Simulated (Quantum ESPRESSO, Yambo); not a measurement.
# BiAs (buckled honeycomb monolayer): G0W0 with Yambo, start to end, part 2 of 2

Wanted: ground state, empty states, screening and self-energy for BiAs (buckled honeycomb monolayer).

Quantum ESPRESSO 7.5 and Yambo 5.3.0; PBE and many-body steps on it, plane waves. Known limits of the many-body steps: not at the basis limit; exchange with frozen shells missing; no spin-orbit coupling.

So far. Step 3 (Bands along the symmetry lines): The gap is 1.061 eV, as in the run before at this level. Step 4 (Empty states on the mesh, 6×6×1 mesh, 40 bands): On this mesh the gap is 1.061 eV.

### 5. Conversion and set-up

This step: Yambo 5.3.0; conversion and set-up on PBE, plane waves, norm-conserving pseudopotentials.

The states are converted to the many-body program's format and the q mesh is built.

Launch:

```console
(cd o/x.save; p2y > p2y.log; mv SAVE ../..); yambo > setup.log
```

What it wrote:

```text
 Yambo, version 5.3.0

 [02] CORE Variables Setup
 =========================

  [02.01] Unit cells
  ==================

  Cell kind             :  HCP
  Atoms in the cell     :  As  Bi
  number of As atoms    :  1
  number of Bi atoms    :  1

  List of atomic masses
  Mass of As    :  74.92200
  Mass of Bi    :  208.9800

  List of atomic coordinates    : [cc]
  As1       : -0.75638E-09   4.3698       11.763      order 1
  Bi1       :   3.78437   2.18491  14.69325  order 2

  Alat factors          :   7.56874   6.55472  26.45617 [a.u.]
  Direct lattice volume :   1312.52    [a.u.]
  Direct lattice vectors:  A[ 1 ]  A[ 2 ]  A[ 3 ]
   A[ 1 ]:   1.0000      0.86490E-10   0.0000      [iru]
    7.5687      0.56692E-09   0.0000      [cc]
   A[ 2 ]: -0.500000  1.000000  0.000000  [iru]
  -3.784369  6.554719  0.000000  [cc]
   A[ 3 ]:  0.000000  0.000000  1.000000  [iru]
    0.00000   0.00000  26.45617  [cc]

  Recip. lattice volume :  0.188988 [a.u.]
  Recip. lattice vectors:  B[ 1 ]  B[ 2 ]  B[ 3 ]
   B[ 1 ]:  1.000000  0.500000  0.000000  [iku]
   0.830150  0.479287 -0.000000  [cc]
   B[ 2 ]: -0.86490E-10   1.0000       0.0000      [iku]
  -0.71800E-10  0.95857       0.0000      [cc]
   B[ 3 ]:  0.000000  0.000000  1.000000  [iku]
   0.000000 -0.000000  0.237494  [cc]

  [02.02] Symmetries
  ==================

  Inversion symmetry    : yes
  Spatial inversion     : no
  Inversion index       :   7
  K-space Time-reversal : yes
  Magnetic symmetries   : no
  Time-reversal derived K-space symmetries:   7  12
  Group table correct   : yes
  Symmetries units      :  [cc]

   [S  1]:   1.0000      0.26555E-25   0.0000     -0.12016E-16   1.0000       0.0000       0.0000       0.0000       1.0000
   [S  2]: -0.500000  0.866025  0.000000 -0.866025 -0.500000  0.000000  0.000000  0.000000  1.000000
   [S  3]: -0.500000 -0.866025  0.000000  0.866025 -0.500000  0.000000  0.000000  0.000000  1.000000
   [S  4]:  -1.0000     -0.14981E-09   0.0000     -0.17298E-09   1.0000       0.0000       0.0000       0.0000       1.0000
   [S  5]:  0.500000  0.866025  0.000000  0.866025 -0.500000  0.000000  0.000000  0.000000  1.000000
   [S  6]:  0.500000 -0.866025  0.000000 -0.866025 -0.500000  0.000000  0.000000  0.000000  1.000000
   [S* 7]:  -1.0000     -0.26555E-25  -0.0000      0.12016E-16  -1.0000      -0.0000      -0.0000      -0.0000      -1.0000
   [S* 8]:  0.500000 -0.866025 -0.000000  0.866025  0.500000 -0.000000 -0.000000 -0.000000 -1.000000
   [S* 9]:  0.500000  0.866025 -0.000000 -0.866025  0.500000 -0.000000 -0.000000 -0.000000 -1.000000
   [S*10]:   1.0000      0.14981E-09  -0.0000      0.17298E-09  -1.0000      -0.0000      -0.0000      -0.0000      -1.0000
   [S*11]: -0.500000 -0.866025 -0.000000 -0.866025  0.500000 -0.000000 -0.000000 -0.000000 -1.000000
   [S*12]: -0.500000  0.866025 -0.000000  0.866025  0.500000 -0.000000 -0.000000 -0.000000 -1.000000

  [02.03] Reciprocal space
[...]
K/Q-points units:
  rlu = crystal or reduced units; cc = cartesian coordinates; iku = interal k-units

  K [1]          [rlu]:  0.000000  0.000000  0.000000
         WF components:  14701
  K [2]          [rlu]: -0.77254E-26  0.16667       0.0000
         WF components:  14720
  K [3]          [rlu]: -0.15451E-25  0.33333       0.0000
         WF components:  14696
  K [4]          [rlu]:  0.19783E-25 -0.50000       0.0000
         WF components:  14656
  K [5]          [rlu]:  0.166667  0.166667  0.000000
         WF components:  14685
  K [6]          [rlu]:  0.166667  0.333333  0.000000
         WF components:  14651
  K [7]          [rlu]:  0.333333  0.333333  0.000000
         WF components:  14694

  [02.05] Energies & Occupations
  ==============================

  [X] === General ===
  [X] Electronic Temperature                        :  0.000000  0.000000 [eV K]
  [X] Bosonic    Temperature                        :  0.000000  0.000000 [eV K]
  [X] Finite Temperature mode                       : no
  [X] El. density                                   :  0.15425E+24 [cm-3]
  [X] Fermi Level                                   : -0.582421 [eV]

  [X] === Gaps and Widths ===
  [X] Conduction Band Min                           :  1.060986 [eV]
  [X] Valence Band Max                              :  0.000000 [eV]
  [X] Filled Bands                                  :  15
  [X] Empty Bands                                   :   16   40
  [X] Direct Gap                                    :  1.060986 [eV]
  [X] Direct Gap localized at k                     :  1
  [X] Indirect Gap                                  :  1.060986 [eV]
  [X] Indirect Gap between kpts                     :  1  1
  [X] Last valence band width                       :  1.781872 [eV]
  [X] 1st conduction band width                     :  1.141849 [eV]

  E @ K [1]:  [eV]
  -35.00323 -35.00323 -34.97236 -34.97236 -34.96022 -22.33900 -22.33900 -22.27615
[...]
occ @ K [1]
[...]
E @ K [2]:  [eV]
[...]
occ @ K [2]
[...]
E @ K [3]:  [eV]
[...]
occ @ K [3]
[...]
E @ K [4]:  [eV]
[...]
occ @ K [4]
[...]
E @ K [5]:  [eV]
[...]
occ @ K [5]
[...]
E @ K [6]:  [eV]
[...]
occ @ K [6]
[...]
E @ K [7]:  [eV]
[...]
occ @ K [7]
[...]
0.000000  0.000000  0.000000  0.000000  0.000000  0.000000  0.000000  0.000000
   0.000000  0.000000  0.000000  0.000000  0.000000  0.000000  0.000000  0.000000

 [03] Transferred momenta grid and indexing
 ==========================================

 IBZ Q-points                                      :   7
 BZ  Q-points                                      :   36

 K/Q-points units:
 rlu = crystal or reduced units; cc = cartesian coordinates; iku = interal k-units

 Q [1]          [rlu]:  0.000000  0.000000  0.000000
 Q [2]          [rlu]: -0.23124E-17  0.16667       0.0000
 Q [3]          [rlu]: -0.46248E-17  0.33333       0.0000
 Q [4]          [rlu]:  0.69372E-17 -0.50000       0.0000
 Q [5]          [rlu]:  0.166667  0.166667  0.000000
 Q [6]          [rlu]:  0.166667  0.333333  0.000000
 Q [7]          [rlu]:  0.333333  0.333333  0.000000

  [03.01] X indexes
  =================

   [03.01.01] Sigma indexes
   ========================

 [06] Game Over & Game summary
```

Elapsed: 2.7 s, on 1 MPI rank of Arm Neoverse V2, shared host; peak memory 0.26 GiB.

### 6. Screening and self-energy, 6×6×1 mesh, 40 bands, screening to 54.4 eV

Now the one-shot GW correction: screening in the RPA, then the self-energy of the levels asked for.

This step: G0W0 on PBE, plane waves, norm-conserving pseudopotentials.

gw1.in

```
HF_and_locXC
gw0
dyson
ppa
em1d
rim_cut
rim_w
RandQpts= 3000000
RandGvec= 100 RL
CUTGeo= "slab z"
RandGvecW= 9 RL
EXXRLvcs= 76 Ry
VXCRLvcs= 304 Ry
Chimod= "HARTREE"
% BndsRnXp
 1 | 40 |
%
NGsBlkXp= 4 Ry
% LongDrXp
 1 | 1 | 0 |
%
% GbndRnge
 1 | 40 |
%
DysSolver= "n"
ExtendOut
PPAPntXp= 27.21138 eV
% QPkrange
 1 | 7 | 11 | 19 |
%
```

Launch:

```console
OMP_NUM_THREADS=1 mpirun -n 4 yambo -F gw1.in -J gw1 -C gw1 > gw1.log
```

What it wrote:

```text
 Yambo, version 5.3.0

 [02] CORE Variables Setup
 =========================

  [... cell, symmetries and grids as in the set-up ...]

  [02.05] Energies & Occupations
  ==============================

  [X] === General ===
  [X] Electronic Temperature                        :  0.000000  0.000000 [eV K]
  [X] Bosonic    Temperature                        :  0.000000  0.000000 [eV K]
  [X] Finite Temperature mode                       : no
  [X] El. density                                   :  0.15425E+24 [cm-3]
  [X] Fermi Level                                   : -0.582421 [eV]

  [X] === Gaps and Widths ===
  [X] Conduction Band Min                           :  1.060986 [eV]
  [X] Valence Band Max                              :  0.000000 [eV]
  [X] Filled Bands                                  :  15
  [X] Empty Bands                                   :   16   40
  [X] Direct Gap                                    :  1.060986 [eV]
  [X] Direct Gap localized at k                     :  1
  [X] Indirect Gap                                  :  1.060986 [eV]
  [X] Indirect Gap between kpts                     :  1  1
  [X] Last valence band width                       :  1.781872 [eV]
  [X] 1st conduction band width                     :  1.141849 [eV]

 [03] Transferred momenta grid and indexing
 ==========================================

 IBZ Q-points                                      :   7
 BZ  Q-points                                      :   36

 K/Q-points units:
 rlu = crystal or reduced units; cc = cartesian coordinates; iku = interal k-units

 Q [1]          [rlu]:  0.000000  0.000000  0.000000
 Q [2]          [rlu]: -0.23124E-17  0.16667       0.0000
 Q [3]          [rlu]: -0.46248E-17  0.33333       0.0000
 Q [4]          [rlu]:  0.69372E-17 -0.50000       0.0000
 Q [5]          [rlu]:  0.166667  0.166667  0.000000
 Q [6]          [rlu]:  0.166667  0.333333  0.000000
 Q [7]          [rlu]:  0.333333  0.333333  0.000000

 [04] Coloumb potential Random Integration (RIM)
 ===============================================

 Performing RIM of v_slab

  [04.01] RIM initialization
  ==========================

  * Diagonal components only detected *

  8 x (sBL volume)        :  0.041997 [a.u.]
  sBZ random points       :  3000000
  Points outside the sBZ  :  24000829
  RL volume               :  0.188988 [a.u.]
  Integrated volume       :  0.188982 [a.u.]

  [04.02] RIM integrals
  =====================

  Gamma point sphere radius             :  0.037513 [a.u.]
  Points outside the sphere             :  2398884
  [Int_sBZ(q=0) 1/q^2]*(Vol_sBZ)^(-1/3) =:  7.410580
                                 should be <:  7.795600

  Summary of Coulomb integrals for non-metallic bands |Q|[au] RIM/Bare

  Q [1] 0.100000E-4 0.950611 * Q [2] 0.159762 0.964461
  Q [5] 0.276717 1.013847 * Q [3] 0.319525 1.016844
  Q [6] 0.422692 1.015538 * Q [4] 0.479287 1.013523
  Q [7] 0.553433 1.010848
  Non-periodic chartesian directions : none
  Optical renormalization            :  26.45617 [au]
  Polarizability dimension           : length

 [05] Coloumb potential CutOffslab
 =================================

 Cut directionsZ
 Slab Cutoff:Z
 Symmetry test passed : yes

 [06] Dipoles
 ============

  [06.01] Setup: observables and procedures
  =========================================

 [07] Dynamic Dielectric Matrix (PPA)
 ====================================

 [WR./gw1//ndb.pp]---------------------------------------------------------------
  Brillouin Zone Q/K grids (IBZ/BZ)                :    7   36    7   36
  RL vectors                                       :  17609 [WF]
  Coulomb cutoff potential                         : slab z
  Electronic Temperature                           :  0.000000 [K]
  Bosonic    Temperature                           :  0.000000 [K]
  PPA    diel. fun.  energies                      : Perdew, Burke & Ernzerhof(X)+Perdew, Burke & Ernzerhof(C)
  wavefunctions                                    : Perdew, Burke & Ernzerhof(X)+Perdew, Burke & Ernzerhof(C)
  Global Gauge                                     : length
  X matrix size                                    :  203
  X band range                                     :    1   40
  X e/h energy range                               : -1.000000 -1.000000 [eV]
  X Time ordering                                  : R
  X Hxc Kernel                                     : HARTREE
  X Drude frequency                                :  0.000000  0.000000
  X poles                                          :  100.0000 [o/o]
  RL vectors in the sum                            :  17609
  [r,Vnl] included                                 : yes
  Field direction                                  :  0.707107E-5  0.707107E-5   0.00000
  BZ energy Double Grid                            : no
  BZ energy DbGd points                            : 0
  BZ Q point size factor                           : -1.000000
  X Optical Averaged directions                    : none

 [08] Local Exchange-Correlation + Non-Local Fock
 ================================================

 [VXC] Plane waves :  117327
 [EXS] Plane waves :  14725

 QP @ state[ 1 ] K range:   1   7
 QP @ state[ 1 ] b range:  11  19

 [xc] Functional : Perdew, Burke & Ernzerhof(X)+Perdew, Burke & Ernzerhof(C)
 [xc] LIBXC used to calculate xc functional
  PP Number of Atomic Species                      :  2
  NLCC RL compoments                               :  117327
  PP Number of Atomic Species                      :  2
  NLCC RL compoments                               :  117327

 [xc] E_xc :  -19.02895 [Ha]
      E_xc :  -38.05791 [Ry]

  Local XC kind (lXC) : Perdew, Burke & Ernzerhof(X)+Perdew, Burke & Ernzerhof(C)
  Non-Local XC kind (nlXC) : Hartree-Fock

  Corrections @ K [1] :  [eV]
 <11|nlXC|11> = -20.13682  0.17423E-16 <11|lXC|11> = -12.96718  0.47204E-16
 <12|nlXC|12> = -18.60074  0.14210E-16 <12|lXC|12> = -13.53760  0.000000
 <13|nlXC|13> = -12.38313  0.16962E-16 <13|lXC|13> = -9.917592 -0.94408E-16
 <14|nlXC|14> = -14.44878  0.61875E-19 <14|lXC|14> = -12.43032  0.94408E-16
 <15|nlXC|15> = -14.44880  0.91704E-18 <15|lXC|15> = -12.43033 -0.94408E-16
 <16|nlXC|16> = -8.016328 -0.47180E-18 <16|lXC|16> = -10.47443 -0.94408E-16
 <17|nlXC|17> = -8.465006  0.14992E-17 <17|lXC|17> = -11.47152 -0.18882E-15
 <18|nlXC|18> = -8.465019  0.17042E-18 <18|lXC|18> = -11.47152  0.000000
 <19|nlXC|19> = -1.171439 -0.13745E-20 <19|lXC|19> = -2.588012  0.23602E-16

  Corrections @ K [2] :  [eV]
 <11|nlXC|11> = -20.07159 -0.11016E-16 <11|lXC|11> = -13.04088  0.000000
[...]
Corrections @ K [3] :  [eV]
[...]
Corrections @ K [4] :  [eV]
[...]
Corrections @ K [5] :  [eV]
[...]
Corrections @ K [6] :  [eV]
[...]
Corrections @ K [7] :  [eV]
[...]
<15|nlXC|15> = -13.96910  0.24766E-17 <15|lXC|15> = -10.99376  0.000000
 <16|nlXC|16> = -6.671983  0.91305E-18 <16|lXC|16> = -9.399106  0.70806E-16
 <17|nlXC|17> = -6.666393 -0.22871E-17 <17|lXC|17> = -9.960977  0.11801E-15
 <18|nlXC|18> = -6.989516 -0.35073E-18 <18|lXC|18> = -10.31809  0.94408E-16
 <19|nlXC|19> = -1.392374 -0.57583E-18 <19|lXC|19> = -4.356725  0.23602E-16

  [08.01] Hartree-Fock occupations report
  =======================================

  [Hartree-Fock] === General ===
  [Hartree-Fock] Electronic Temperature             :  0.000000  0.000000 [eV K]
  [Hartree-Fock] Bosonic    Temperature             :  0.000000  0.000000 [eV K]
  [Hartree-Fock] Finite Temperature mode            : no
  [Hartree-Fock] El. density                        :  0.15425E+24 [cm-3]
  [Hartree-Fock] Fermi Level                        : -0.582421 [eV]

  [Hartree-Fock] === Gaps and Widths ===
  [Hartree-Fock] Conduction Band Min                :  3.519087 [eV]
  [Hartree-Fock] Valence Band Max                   : -2.018464 [eV]
  [Hartree-Fock] Filled Bands                       :  15
  [Hartree-Fock] Empty Bands                        :   16   40
  [Hartree-Fock] Direct Gap                         :  5.537551 [eV]
  [Hartree-Fock] Direct Gap localized at k          :  1
  [Hartree-Fock] Indirect Gap                       :  5.537551 [eV]
  [Hartree-Fock] Indirect Gap between kpts          :  1  1
  [Hartree-Fock] Last valence band width            :  2.738748 [eV]
  [Hartree-Fock] 1st conduction band width          :  1.489487 [eV]

 [09] Dyson equation: Newton solver
 ==================================

  [09.01] RIM-W interpolation
  ===========================

  [WARNING] RIM-W works only for 2D semiconductors with slab cutoff
  Found compatible q grid: 2D
  q_min[ 1 ]:  0.16667      0.55592E-11   0.0000     [rlu]
   0.166667  0.083333  0.000000 [iku]
  q_min[ 2 ]:  0.23124E-17  0.16667       0.0000     [rlu]
  -0.14415E-10  0.16667       0.0000     [iku]
  G-vectors :   9
  G-vectors loaded:   61
  Number of interpolated frequencies:  2

  Evaluating coefficients q = 0
  Evaluating coefficients q = 0

  [09.02] RIM-W integrals
  =======================

  8 x (sBL volume)        :  0.041997 [a.u.]
  sBZ random points       :  3000000
  Points outside the sBZ  :  24000829
  RL volume               :  0.188988 [a.u.]
  Integrated volume       :  0.188982 [a.u.]

  [09.03] RIM integrals
  =====================

  Comparison between head Wc = W - v averages: < Wc > [au] RIM-W/RIM

   < -Wc [Q = 1] > 0.394576E-1 0.790298E-4 * < -Wc [Q = 2] > 0.005586 0.005425
   < -Wc [Q = 3] > 0.001075 0.001053 * < -Wc [Q = 4] > 0.360268E-3 0.356313E-3
   < -Wc [Q = 5] > 0.001566 0.001533 * < -Wc [Q = 6] > 0.518934E-3 0.513832E-3
   < -Wc [Q = 7] > 0.238859E-3 0.237397E-3

  Comparison between head Wc = W - v averages: < Wc > [au] RIM-W/RIM

   < -Wc [G = 1,G`=0] > 0.394576E-1 0.790298E-4 * < -Wc [G = 2,G`=0] >-0.001678 0.000000
   < -Wc [G = 3,G`=0] >-0.001678 0.000000 * < -Wc [G = 4,G`=0] > 0.316291E-4  0.00000
   < -Wc [G = 5,G`=0] > 0.316466E-4  0.00000 * < -Wc [G = 6,G`=0] > 0.644623E-4  0.00000
   < -Wc [G = 7,G`=0] > 0.644415E-4  0.00000 * < -Wc [G = 8,G`=0] >-0.127995E-4  0.00000
   < -Wc [G = 9,G`=0] >-0.127985E-4  0.00000

 [10] G0W0 (W PPA)
 =================

 [  GW  ] Bands range     :    1   40
 [GW/PPA] G damping       :  0.100000 [eV]

 QP @ state[ 1 ] K range:   1   7
 QP @ state[ 1 ] b range:  11  19

  Sc/G bands                                       :    1   40
  Sc/G damping                                     :  0.100000 ev
  Sc bands terminator                              : no
  Sx RL components                                 :  14725

  QP @ state[ 1 ] K range                          :   1   7
  QP @ state[ 1 ] b range                          :  11  19
  GF energies kind                                 : Perdew, Burke & Ernzerhof(X)+Perdew, Burke & Ernzerhof(C)
  GF WF`s kind                                     : Perdew, Burke & Ernzerhof(X)+Perdew, Burke & Ernzerhof(C)
  Xs energies kind                                 : Perdew, Burke & Ernzerhof(X)+Perdew, Burke & Ernzerhof(C)
  Xs WF`s kind                                     : Perdew, Burke & Ernzerhof(X)+Perdew, Burke & Ernzerhof(C)

 [14] Game Over & Game summary
```

It took 2.5 min on 4 MPI ranks; peak memory 2.7 GiB; 10 min of CPU time.

This step gave:

* G0W0 gap on the mesh: 1.953 eV
* starting gap on the mesh: 1.061 eV
* k of the valence top: 0, 0, 0
* k of the conduction bottom: 0, 0, 0
* least direct G0W0 gap on the computed points: 1.953 eV
* Z at the valence top: 0.7087
* Z at the conduction bottom: 0.7188

The gap on the mesh goes from 1.06 eV to 1.95 eV, a correction of +0.89 eV.

Limits: finite bands, cutoff and mesh; exchange with frozen shells missing; no spin-orbit coupling. v1 is the top filled band, c1 the lowest empty one. Levels before and after the correction, in eV, zero at the valence-band top of each column:

|  | conduction bottom | valence top |
| --- | --- | --- |
| Kohn-Sham | 1.06 | 0.00 |
| G0W0 | 1.95 | 0.00 |

|  | level | energy (eV) |
| --- | --- | --- |
| Kohn-Sham | Γ v4 | -7.659 |
| Kohn-Sham | Γ v3 | -0.529 |
| Kohn-Sham | Γ v2-v1 | 0.000 |
| Kohn-Sham | Γ c1 | 1.061 |
| Kohn-Sham | Γ c2-c3 | 3.221 |
| Kohn-Sham | Γ c4 | 4.250 |
| G0W0 | Γ v4 | -7.470 |
| G0W0 | Γ v3 | -0.822 |
| G0W0 | Γ v2-v1 | 0.000 |
| G0W0 | Γ c1 | 1.953 |
| G0W0 | Γ c2-c3 | 4.248 |
| G0W0 | Γ c4 | 4.564 |

### 7. Where the time went

Times are wall times on the hardware named with each run, good to a factor of about two.

| step | time | share | memory (GiB) |
| --- | --- | --- | --- |
| ground state | 15 s | 8 % | 0.57 |
| bands along the symmetry lines | 9.7 s | 5 % | 0.44 |
| empty states on the mesh | 8.6 s | 5 % | 0.52 |
| conversion and set-up | 2.7 s | 1 % | 0.26 |
| screening and self-energy | 2.5 min | 81 % | 2.7 |

### 8. Results

```yaml
pbe_gap: 1.06 eV, direct
g0w0_gap_on_the_mesh: 1.95 eV
gw_settings: 6×6×1 mesh, 40 bands, screening to 54.4 eV, Godby-Needs plasmon pole
known_limits: not at the basis limit; exchange with frozen shells missing; no spin-orbit coupling
```

**Reading.** G0W0 moves the gap on the mesh from 1.06 eV to 1.95 eV (+0.89 eV), with Z of 0.71 and 0.72 at the edges. The dearest step here is «screening and self-energy». Bands and cutoff are finite, so the gap is not at the basis limit. The miss can reach some tenths of an eV and take either sign; the mesh is an error of its own. Where an edge is built on 6p states of lead, bismuth or thallium, scalar-relativistic gaps usually stand too wide, by a few tenths to over one eV. The norm-conserving file of at least one element keeps a d shell over frozen s and p shells of the same row. Exchange with those shells is missing from the self-energy, an error of 0.3 to 0.9 eV in cases checked, whose sign depends on which edge lies on those atoms. The many-body steps are scalar-relativistic: spin-orbit coupling is not in them.

[Paths, hosts, dates, memory and timing lines, banners, echoed tables and standing remarks are left out of the program output.]

[Logs are printed without paths, hosts, clocks, repeated set-up lines and the standing remarks that a program may print on its own settings, such as how far it seeks lower states.]

[Runs of the session that timed out or met a known fault of the program may be left out.]

[Hosts, paths, dates, database ids (printed as entryN), source tags and the programs' standing remarks are cut or masked in the printed files.]
